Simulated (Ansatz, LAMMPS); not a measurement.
**Structural relaxation of amorphous Si (76 atoms)**

How does amorphous Si (76 atoms) relax, and what do bonds, charges and levels look like afterwards?

Main program and level: Ansatz 0.2.0; Kohn-Sham DFT, PBE, PAW (set soft_2), plane waves.

**Experiments to compare with.** Si-Si coordination number quoted from the high-resolution X-ray diffraction study of Laaziri et al (as quoted in “Relationship between diffraction peak, network topology, and amorphous-forming ability in silicon and silica”, 2021, PMC8590056): number of Si about Si 3.9.

**1. Starting point**

The cell holds 76 atoms: 76 Si. Cell: a = 11.660 Å, b = 11.660 Å, c = 11.660 Å, α = 90.0°, β = 90.0°, γ = 90.0°. 76 atoms (76 Si) placed at random at 2.24 g/cm³, melted at 2500 K for 10 ps at fixed volume with the modified Tersoff potential (Kumagai, Izumi, Hara and Sakai, Comput. Mater. Sci. 39, 457 (2007)). Quenched from 2500 K to 100 K at 50 K/ps and fixed volume, annealed at 700 K for 50 ps, held 5 ps, then minimised at fixed cell.

Limits known from the start: The quench rate of 50 K/ps far exceeds what a furnace or splat quench reaches, so expect more defects and frozen-in strain than in a real sample. The network of bonds at the start is that of the classical potential that made the cell. Only the Γ point is sampled, in a cell whose shortest periodic width is 12 Å.

**2. How the cell was made**

A classical potential supplies the starting structure, since it reaches far longer times than DFT.

This step: classical MD, modified Tersoff potential (Kumagai, Izumi, Hara and Sakai, Comput. Mater. Sci. 39, 457 (2007)) (LAMMPS 22 Jul 2025 - Update 4).

in.lmp

```
# melt-quench of Si76
units metal
atom_style atomic
boundary p p p
region box block 0 11.6597 0 11.6597 0 11.6597
create_box 1 box
mass 1 28.0850   # Si
create_atoms 1 random 76 490484 NULL overlap 1.98 maxtry 2000
pair_style tersoff/mod
pair_coeff * * Si.tersoff.mod Si
neigh_modify delay 0 every 1 check yes
thermo_style custom step time temp pe press density
thermo_modify norm yes
timestep 0.001
thermo 100
min_style cg
minimize 1e-4 1e-4 200 2000
reset_timestep 0
velocity all create 2500 490485 mom yes dist gaussian
fix lim all nve/limit 0.05
fix lan all langevin 2500 2500 0.1 490486 zero yes
thermo 500
run 1000 post no
unfix lim
unfix lan
thermo 1666
fix md all nvt temp 2500 2500 0.1
run 10000 post no
unfix md
thermo 4800
fix md all nvt temp 2500 100 0.1
run 48000 post no
unfix md
thermo 2500
# [... 11 lines left out ...]
thermo 2500
fix md all nvt temp 100 100 0.1
run 5000 post no
unfix md
thermo 100
min_style cg
minimize 0 1e-3 2000 20000
write_dump all custom glass.dump id type xs ys zs modify sort id
```

Started as:

```console
lmp -in in.lmp -log none -nocite
```

Numbers of over 12 decimals in the logs are rounded to 6 here.

Log:

```text
LAMMPS (22 Jul 2025 - Update 4)
Created orthogonal box = (0 0 0) to (11.6597 11.6597 11.6597)
Created 76 atoms
   Step          Time           Temp          PotEng         Press         Density
         0   0              0             -2.9184434      64134.088      2.2360162
        74   0.074          0             -4.171455      -18967.203      2.2360162
Loop time of 0.0619125 s on 1 core for 74 steps with 76 atoms
Minimization stats:
  Stopping criterion = energy tolerance
  Energy initial, next-to-last, final =
     -2.91844336177575  -4.17112423422639  -4.17145502129509
  Force two-norm initial, final = 59.344309 0.69921406
[... 53 lines left out ...]
[... 2 lines left out ...]
    127500   127.5          96.804021     -4.3497853     -25958.172      2.2360162
    129000   129            102.58678     -4.3483216     -23795.996      2.2360162
Loop time of 1.42754 s on 1 core for 5000 steps with 76 atoms
   Step          Time           Temp          PotEng         Press         Density
    129000   129            102.58678     -4.3483216     -23795.996      2.2360162
    129030   129.03         102.58678     -4.3616152     -26449.37       2.2360162
Loop time of 0.0162128 s on 1 core for 30 steps with 76 atoms
Minimization stats:
  Stopping criterion = force tolerance
  Energy initial, next-to-last, final =
     -4.34832158026325  -4.36161516583021   -4.3616151668014
  Force two-norm initial, final = 5.2280471 0.0009909889
  Iterations, force evaluations = 30 60
```

Elapsed: 59 s, on 1 thread of Intel Xeon at 2.80GHz (Skylake/Cascade Lake), shared host; peak memory 0.32 GiB.

**3. Single point at the start**

The forces at the start show how far the geometry lies from a minimum of this functional.

input.yaml

```yaml
crystal:
  lattice:
    - [11.6597, 0.0, 0.0]
    - [0.0, 11.6597, 0.0]
    - [0.0, 0.0, 11.6597]
  atoms:
    - { symbol: Si, position: [0.85202, 0.8858, 0.23826] }
    - { symbol: Si, position: [0.79083, 0.18368, 0.2091] }
    - { symbol: Si, position: [0.68373, 0.27191, 0.95416] }
    - { symbol: Si, position: [0.98452, 0.37497, 0.37721] }
    - { symbol: Si, position: [0.89866, 0.82166, 0.05024] }
    - { symbol: Si, position: [0.78322, 0.77888, 0.54401] }
    - { symbol: Si, position: [0.07832, 0.68312, 0.39723] }
    - { symbol: Si, position: [0.2153, 0.88086, 0.96605] }
    - { symbol: Si, position: [0.03884, 0.51787, 0.51288] }
    - { symbol: Si, position: [0.0348, 0.17204, 0.00271] }
    - { symbol: Si, position: [0.72449, 0.69652, 0.87048] }
    - { symbol: Si, position: [0.29861, 0.09381, 0.26478] }
    - { symbol: Si, position: [0.40261, 0.63616, 0.89582] }
    - { symbol: Si, position: [0.85763, 0.68452, 0.71039] }
    - { symbol: Si, position: [0.57104, 0.49904, 0.52895] }
    - { symbol: Si, position: [0.62487, 0.10942, 0.59172] }
    - { symbol: Si, position: [0.49855, 0.57622, 0.18829] }
    - { symbol: Si, position: [0.27192, 0.48469, 0.9319] }
    - { symbol: Si, position: [0.47886, 0.93846, 0.77967] }
    - { symbol: Si, position: [0.45933, 0.99472, 0.5831] }
    - { symbol: Si, position: [0.21641, 0.71469, 0.65792] }
    - { symbol: Si, position: [0.46498, 0.14421, 0.80991] }
    - { symbol: Si, position: [0.80904, 0.96261, 0.93245] }
    - { symbol: Si, position: [0.04228, 0.75951, 0.75956] }
    - { symbol: Si, position: [0.11711, 0.56198, 0.03903] }
    - { symbol: Si, position: [0.80875, 0.38934, 0.26997] }
    - { symbol: Si, position: [0.6314, 0.8766, 0.90256] }
    - { symbol: Si, position: [0.93776, 0.08933, 0.48332] }
    - { symbol: Si, position: [0.49606, 0.87132, 0.42318] }
    - { symbol: Si, position: [0.69463, 0.35674, 0.43927] }
    - { symbol: Si, position: [0.1192, 0.01122, 0.55011] }
    - { symbol: Si, position: [0.26352, 0.80266, 0.16055] }
    - { symbol: Si, position: [0.18688, 0.82965, 0.48688] }
    - { symbol: Si, position: [0.37508, 0.44677, 0.48269] }
    - { symbol: Si, position: [0.22131, 0.50913, 0.60849] }
    - { symbol: Si, position: [0.56705, 0.20222, 0.42171] }
    - { symbol: Si, position: [0.19473, 0.38538, 0.77025] }
    - { symbol: Si, position: [0.60135, 0.70042, 0.49033] }
    - { symbol: Si, position: [0.8713, 0.02579, 0.75133] }
    - { symbol: Si, position: [0.54685, 0.88259, 0.08515] }
    - { symbol: Si, position: [0.29331, 0.11792, 0.56972] }
    - { symbol: Si, position: [0.65217, 0.24985, 0.74863] }
    - { symbol: Si, position: [0.33676, 0.51728, 0.29283] }
    - { symbol: Si, position: [0.06438, 0.74582, 0.96015] }
    - { symbol: Si, position: [0.09576, 0.32884, 0.21099] }
    - { symbol: Si, position: [0.29778, 0.3318, 0.22769] }
    - { symbol: Si, position: [0.8593, 0.22667, 0.73189] }
    - { symbol: Si, position: [0.42695, 0.72402, 0.07743] }
    - { symbol: Si, position: [0.05594, 0.96184, 0.73434] }
    - { symbol: Si, position: [0.80817, 0.5994, 0.25217] }
    - { symbol: Si, position: [0.88471, 0.48607, 0.66301] }
    - { symbol: Si, position: [0.17975, 0.62928, 0.22654] }
    - { symbol: Si, position: [0.93462, 0.06498, 0.28529] }
    - { symbol: Si, position: [0.49468, 0.20108, 0.99857] }
    - { symbol: Si, position: [0.83095, 0.14505, 0.0145] }
    - { symbol: Si, position: [0.99117, 0.375, 0.80633] }
    - { symbol: Si, position: [0.80462, 0.4215, 0.05806] }
    - { symbol: Si, position: [0.27233, 0.19211, 0.76019] }
    - { symbol: Si, position: [0.7852, 0.98448, 0.57281] }
    - { symbol: Si, position: [0.00204, 0.38583, 0.01854] }
    - { symbol: Si, position: [0.586, 0.55457, 0.85806] }
    - { symbol: Si, position: [0.5752, 0.45737, 0.0366] }
    - { symbol: Si, position: [0.6452, 0.88702, 0.26419] }
    - { symbol: Si, position: [0.81258, 0.63463, 0.0458] }
    - { symbol: Si, position: [0.10369, 0.12672, 0.19145] }
    - { symbol: Si, position: [0.87008, 0.28442, 0.53095] }
    - { symbol: Si, position: [0.15736, 0.0637, 0.87732] }
    - { symbol: Si, position: [0.6188, 0.09418, 0.26287] }
    - { symbol: Si, position: [0.36657, 0.24282, 0.42031] }
    - { symbol: Si, position: [0.63289, 0.67817, 0.29262] }
    - { symbol: Si, position: [0.38833, 0.3638, 0.04785] }
    - { symbol: Si, position: [0.8898, 0.74104, 0.37274] }
    - { symbol: Si, position: [0.31149, 0.89816, 0.33642] }
    - { symbol: Si, position: [0.46108, 0.06266, 0.1376] }
    - { symbol: Si, position: [0.66977, 0.44841, 0.70121] }
    - { symbol: Si, position: [0.32818, 0.80442, 0.81206] }
kpoints:
  mp_grid: { grid: [1, 1, 1] }
hamiltonian:
  xc: pbe
scf:
  occupations: { method: gaussian, width: 0.025 }
output:
  forces: true
  stress: true
  populations: true
  dos:
    method: { smearing: { sigma: 0.15 } }
    de: 0.1
    projected: { site_lists: { Si: [Si] } }
  eigenvalues: true
```

Started as:

```console
ansatz run input.yaml --threads 4 --pin off --max-ram 8192MiB --backend cpu --events-out ev --progress --plain --runs-dir out
```

Log:

```text
Engine: ansatz 0.2.0, x86_64-unknown-linux-gnu
Pseudopotentials: kind: paw
Pseudopotential: Si, paw, valence charge 4, recommended cutoff 420 eV (normal), Si.paw.azcp
[... 5 lines on functional and potentials left out ...]
Crystal: 76 atoms, lattice volume = 1585.120 Å³
Basis set: ecut = 420 eV, 31103 PW (Γ), exchange–correlation on 160×160×160 points (8 copies of the dense FFT grid, shifted against one another)
Bands: 228, of which v1, the nominal top of the filled ones, is band 152 counted from 1 (151 counted from 0)
Symmetry: 1 space group operations
Space group: P1 (ITA 1), of the structure as read, at distance tolerance 1.2e-4 Å
k-points: 1
[... 3 lines on functional and potentials left out ...]
Initial density: superposition of atomic densities (neutral atoms: chi_scale 0, normalization atom), corrected by the library's trained network
Initial wavefunctions: pseudopotential atomic-orbital guess
Functional: x = pbe(κ = 0.804, μ = 0.219515), c = pbe(β = 0.066725)
SCF iter   1: F=—  HF=-48300.895079 eV  |F-HF|=—  |Δ(HF+E_count)|=         —  Δρ=4.34e-3  dr2=1.26e0  ethr=1.77e-3  ⟨swp⟩=6.0  Hψ=1059  notcnv=0  defer=34
preconditioner: auto → Resta (q_TF=auto, 2.072 Å⁻¹)  ε∞=5.8  [insulator: Δε(μ)=0.114 eV  Ē_g=7.456 eV  σ=0.025 eV  W_gap=1.00  n_scr=250 (ndim 8)  ℏωp=16.3 eV  f_vac=0.002  D(μ)=0.52/eV (n_scr^D=0)  ε∞_Penn≈5.8]
SCF iter   2: F=—  HF=-48300.794613 eV  |F-HF|=—  |Δ(HF+E_count)|=   1.00e-1  Δρ=2.90e-3  dr2=8.71e-1  ethr=4.14e-4  ⟨swp⟩=3.0  Hψ=265  notcnv=0  defer=59
preconditioner: auto → Kerker (q_TF=auto, 2.072 Å⁻¹)  [metal: Δε(μ)=0.007 eV  Ē_g=7.450 eV  σ=0.025 eV  W_gap=0.15  n_scr=250 (ndim 8)  ℏωp=16.3 eV  f_vac=0.002  D(μ)=88.61/eV (n_scr^D=846)]
SCF iter   3: F=—  HF=-48300.760363 eV  |F-HF|=—  |Δ(HF+E_count)|=   3.43e-2  Δρ=1.75e-3  dr2=9.74e-2  ethr=2.86e-4  ⟨swp⟩=2.0  Hψ=169  notcnv=0  defer=66
preconditioner: auto → Resta (q_TF=auto, 2.072 Å⁻¹)  ε∞=5.8  [insulator: Δε(μ)=0.045 eV  Ē_g=7.450 eV  σ=0.025 eV  W_gap=0.79  n_scr=250 (ndim 8)  ℏωp=16.3 eV  f_vac=0.002  D(μ)=40.60/eV (n_scr^D=250)  ε∞_Penn≈5.8]
SCF iter   4: F=—  HF=-48300.754380 eV  |F-HF|=—  |Δ(HF+E_count)|=   5.98e-3  Δρ=9.58e-4  dr2=9.21e-2  ethr=3.20e-5  ⟨swp⟩=3.0  Hψ=320  notcnv=0  defer=67
SCF iter   5: F=—  HF=-48300.751697 eV  |F-HF|=—  |Δ(HF+E_count)|=   2.68e-3  Δρ=3.45e-4  dr2=1.03e-2  ethr=3.03e-5  ⟨swp⟩=1.0  Hψ=161  notcnv=0  defer=67
SCF iter   6: F=—  HF=-48300.751989 eV  |F-HF|=—  |Δ(HF+E_count)|=   2.93e-4  Δρ=1.34e-4  dr2=1.23e-3  ethr=3.38e-6  ⟨swp⟩=2.0  Hψ=164  notcnv=0  defer=67
SCF iter   7: F=—  HF=-48300.752044 eV  |F-HF|=—  |Δ(HF+E_count)|=   5.44e-5  Δρ=4.78e-5  dr2=1.48e-4  ethr=4.04e-7  ⟨swp⟩=2.0  Hψ=163  notcnv=0  defer=67
SCF iter   8: F=—  HF=-48300.752025 eV  |F-HF|=—  |Δ(HF+E_count)|=   1.91e-5  Δρ=2.06e-5  dr2=3.80e-5  ethr=4.88e-8  ⟨swp⟩=2.0  Hψ=227  notcnv=0  defer=67
SCF iter   9: F=—  HF=-48300.752134 eV  |F-HF|=—  |Δ(HF+E_count)|=   1.09e-4  Δρ=4.68e-6  dr2=8.73e-7  ethr=1.25e-8  ⟨swp⟩=2.0  Hψ=294  notcnv=0  defer=67
SCF iter  10: F=—  HF=-48300.752135 eV  |F-HF|=—  |Δ(HF+E_count)|=   6.13e-7  Δρ=1.46e-6  dr2=1.70e-7  ethr=2.87e-10  ⟨swp⟩=2.0  Hψ=297  notcnv=0  defer=67
SCF iter  11: F=-48300.752135 eV  HF=-48300.752135 eV  |F-HF|=1.27e-8  |Δ(HF+E_count)|=   6.25e-8  Δρ=5.98e-7  dr2=2.34e-8  ethr=3.29e-11  ⟨swp⟩=15.0  Hψ=1437  notcnv=0
SCF 1 converged in 11 iterations: F = -48300.752135 eV  dr2 = 2.34e-8
  greatest PAW one-centre occupation: 0.666 electrons in one spin orbital (limit 2), on the Si atom at site 44 (counted from 0), in its partial waves of l = 0
SCF converged after 11 iterations
Free energy (F): -48300.752135 eV
Harris-Foulkes:  -48300.752135 eV  (|F-HF|=1.27e-8)
Internal energy: -48300.732507 eV  (E = F + TS)
E sigma→0 (E₀):  -48300.742321 eV
Entropy (-TS):   -0.019627 eV (-0.258 meV/atom)
Fermi energy:    5.887942 eV
--- Per-component energies (eV) ---
  E_band       = 266.212382
  E_kinetic    = 3019.201784
  E_local      = -2627.405583  (includes V_loc(G=0)·N_el)
  E_nonlocal   = 1958.168493
  E_hartree    = 809.375439
  E_xc         = -4174.966193
  E_vxc        = -3526.274791  (∫ρ·V_xc dr)
  E_paw        = -38958.255442  (= ΣΔE_a)
  E_vpaw       = -176.229494  (= ΣTr[D̂ρ^β])
  E_aug_tail   = 0.000485  (compensation charges beyond the density's cutoff)
  E_ewald      = -8326.851490
  E_smearing   = -0.019627  (= −TS)
  E_closure    = -0.000000  (closes the sum)
  Σ components = -48300.752135   (vs F -48300.752135, Δ=0.00e0)
--- Forces (eV/Å), atoms counted from 1 ---
  atom   1  Si     0.24040090     0.08916026     0.42541804
  atom   2  Si     0.15539452    -0.02912892     0.12180980
  atom   3  Si     0.58689709     0.14316862    -0.20379521
  atom   4  Si     0.30472904    -0.06441712     0.27854661
  atom   5  Si    -0.03862447     0.05033808    -0.03080995
  atom   6  Si    -0.10932787    -0.10743670     0.05490159
  atom   7  Si    -0.08688009     0.00615905     0.02853704
  atom   8  Si     0.11631833     0.09558844     0.48397687
  atom   9  Si    -0.05707902     0.09480857    -0.45355332
  atom  10  Si     0.21487198     0.21057785    -0.11507106
  atom  11  Si    -0.21116973     0.06525344     0.12395978
  atom  12  Si    -0.21773721    -0.38584796     0.15576672
  atom  13  Si    -0.05986881     0.08737879    -0.02140189
  atom  14  Si     0.06636593    -0.00915131    -0.07506396
[...]
atom  75  Si    -0.38479565    -0.25284571    -0.13425711
  atom  76  Si     0.06985634    -0.28567692    -0.17141943
  max |Σ_I F_I| component: 1.87e-5 eV/Å
--- Stress (GPa, compression-positive) ---
       -1.339035       0.584071       0.686007
        0.584071      -0.878731      -0.051747
        0.686007      -0.051747      -0.847042
  P = ⅓ Tr σ = -1.0216 GPa (-10.216 kbar)
--- Band table (eV) ---
  k-point 0: bands = ["-6.1687", "-5.4391", "-5.3356", "-5.3054", [... 212 levels ...], "9.5230", "9.5635", "9.5939", "9.6388", "9.6994", "9.7193", "9.7435", "9.8624", "9.9075", "9.9231", "9.9777", "10.0025"]
--- Löwdin populations: 76 sites ---
  site symbol       q [e]
     0     Si      3.9266
     1     Si      3.9746
     2     Si      3.9882
[...]
75     Si      3.9723
  spilling = 0.011537 (of n_electrons = 304.000000)
```

It took 9.7 s on 4 threads of Intel Xeon 6975P-C (Granite Rapids), shared host; peak memory 1.5 GiB.

The column dr2 measures how far the density is from self-consistency, as an energy; F and HF (Harris–Foulkes) agree once it is small.

Numbers from this run:

```yaml
free_energy: -48300.7521 eV
free_energy_per_atom: -635.5362 eV/atom
scf_cycles: 11
pressure: -1.022 GPa
r_m_s_force_component: 0.2262 eV/Å
longest_force: 0.6994 eV/Å
fermi_energy: 5.888 eV
levels_partly_filled_by_over_2_per_cent: 2
spilling_of_the_projection: 0.01154
```

The r.m.s. force component of 0.23 eV/Å and the pressure of -1.0 GPa set the starting point.

Neighbours are counted within 2.98 Å (Si-Si).

Length of the force by element and coordination:

```tsv
element	coordination	atoms	mean length of the force (eV/Å)	spread	least	most
Si	all	76	0.359	0.156	0.0192	0.699
Si	4	64	0.340	0.149	0.0192	0.699
Si	5	12	0.461	0.155	0.166	0.654
```

[end of part 1 of 3]

[Logs are printed without paths, hosts, clocks, repeated set-up lines and the standing remarks that a program may print on its own settings, such as how far it seeks lower states.]

[Hosts, paths, dates, database ids (printed as entryN), source tags and the programs' standing remarks are cut or masked in the printed files.]
